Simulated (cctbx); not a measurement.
## Accept or mend?

Cell a = 7.5330 Å, b = 7.5330 Å, c = 4.6290 Å, α = 90.00°, β = 90.00°, γ = 120.00°; space group P-62m (no. 189). The compound is Dy3Mg3ScIn2.

The data are simulated with cctbx, not measured: Mo Kα, λ = 0.71073 Å, to d = 0.65 Å, 95 % of the full sphere, strongest reflection 70000 counts, noise from counting, a 2 % proportional error and a noise floor of 15 counts (s.d.); no absorption.

An anisotropic refinement with weights 1/σ² prints:

```text
Rint 0.020, 359 unique reflections to 0.65 A
cycle     R1     wR2    GooF  max shift (A)
   1  0.0758  0.1867  16.305   0.00074
   2  0.0738  0.1809  15.795   0.00000
final R1 0.0738 wR2 0.1809 GooF 15.795  parameters 8  data/parameter 44.9
atom        x        y        z      Ueq    occ   su(xyz)  su(Uiso or U11)
Dy1    0.56372  0.00000  0.00000   0.0108  1.000  0.00022  0.0005
In1    0.33333  0.66667  0.50000   0.0172  1.000  0.00000  0.0010
Sc1    0.00000  0.00000  0.00000   0.0223  1.000  0.00000  0.0043
difference map: max 27.98 min -3.55 rms 1.29
Q1    0.0000  0.2302  0.5000    3   27.99  2.89 A from Sc1
Q2    0.0000  0.5651  0.0000    3    7.49  0.01 A from Dy1
Q3    0.0000  0.3331  0.0000    3    5.85  1.74 A from Dy1
Q4    0.2527  0.6698  0.5000    6    4.99  0.62 A from In1
Q5    0.3333  0.6667  0.5000    2    3.98  0.00 A from In1
Q6    0.1291  0.7504  0.5000    6    3.60  1.93 A from In1
```

Q: Accept it or mend it, and why?

Mend it. The fault: an atom left out, Mg at (0, 0.2355, 1/2). Against the right model at the same level, R1 goes from 0.0047 to 0.0738 and GooF from 0.92 to 15.79 and the top difference peak, 28.0 e/Å³, lies 2.89 Å from Sc1. Q1 is the missing atom. With scattering power missing, scale and phases suffer, so peaks may also grow on the heavy atoms.

The compound is Dy3Mg3ScIn2. The right model at the same level gives:

```text
Rint 0.020, 359 unique reflections to 0.65 A
cycle     R1     wR2    GooF  max shift (A)
   1  0.0093  0.0241   2.119   0.00338
   2  0.0047  0.0104   0.916   0.00000
final R1 0.0047 wR2 0.0104 GooF 0.916  parameters 12  data/parameter 29.9
atom        x        y        z      Ueq    occ   su(xyz)  su(Uiso or U11)
Dy1    0.56379  0.00000  0.00000   0.0122  1.000  0.00001  0.0000
In1    0.33333  0.66667  0.50000   0.0181  1.000  0.00000  0.0001
Sc1    0.00000  0.00000  0.00000   0.0213  1.000  0.00000  0.0002
Mg1    0.00000  0.23570  0.50000   0.0251  1.000  0.00014  0.0004
Flack x: 0.011(6)
Hooft y: 0.003(6)  Bijvoet pairs: 147
difference map: max 0.33 min -0.29 rms 0.06
Q1    0.0000  0.0000  0.2694    2    0.33  1.25 A from Sc1
Q2    0.0000  0.1113  0.2659    6    0.22  1.43 A from Mg1
Q3    0.0000  0.7724  0.2401    6    0.17  1.92 A from Dy1
Q4    0.0000  0.3073  0.1648    6    0.16  1.64 A from Mg1
Q5    0.0000  0.4573  0.2430    6    0.16  1.38 A from Dy1
Q6    0.0000  0.8232  0.3500    6    0.15  1.74 A from Mg1
```

Isotropic U is held between 0.0001 and 1 Å² by the program, and listed peak heights are interpolated, so they can pass the grid's maximum.

The model is made up (kin elements in a known structure type, no relaxation), so it says nothing on whether the phase exists.

[Middle refinement cycles are left out of these outputs.]

[Logs are printed without paths, hosts, clocks, repeated set-up lines and the standing remarks that a program may print on its own settings, such as how far it seeks lower states.]
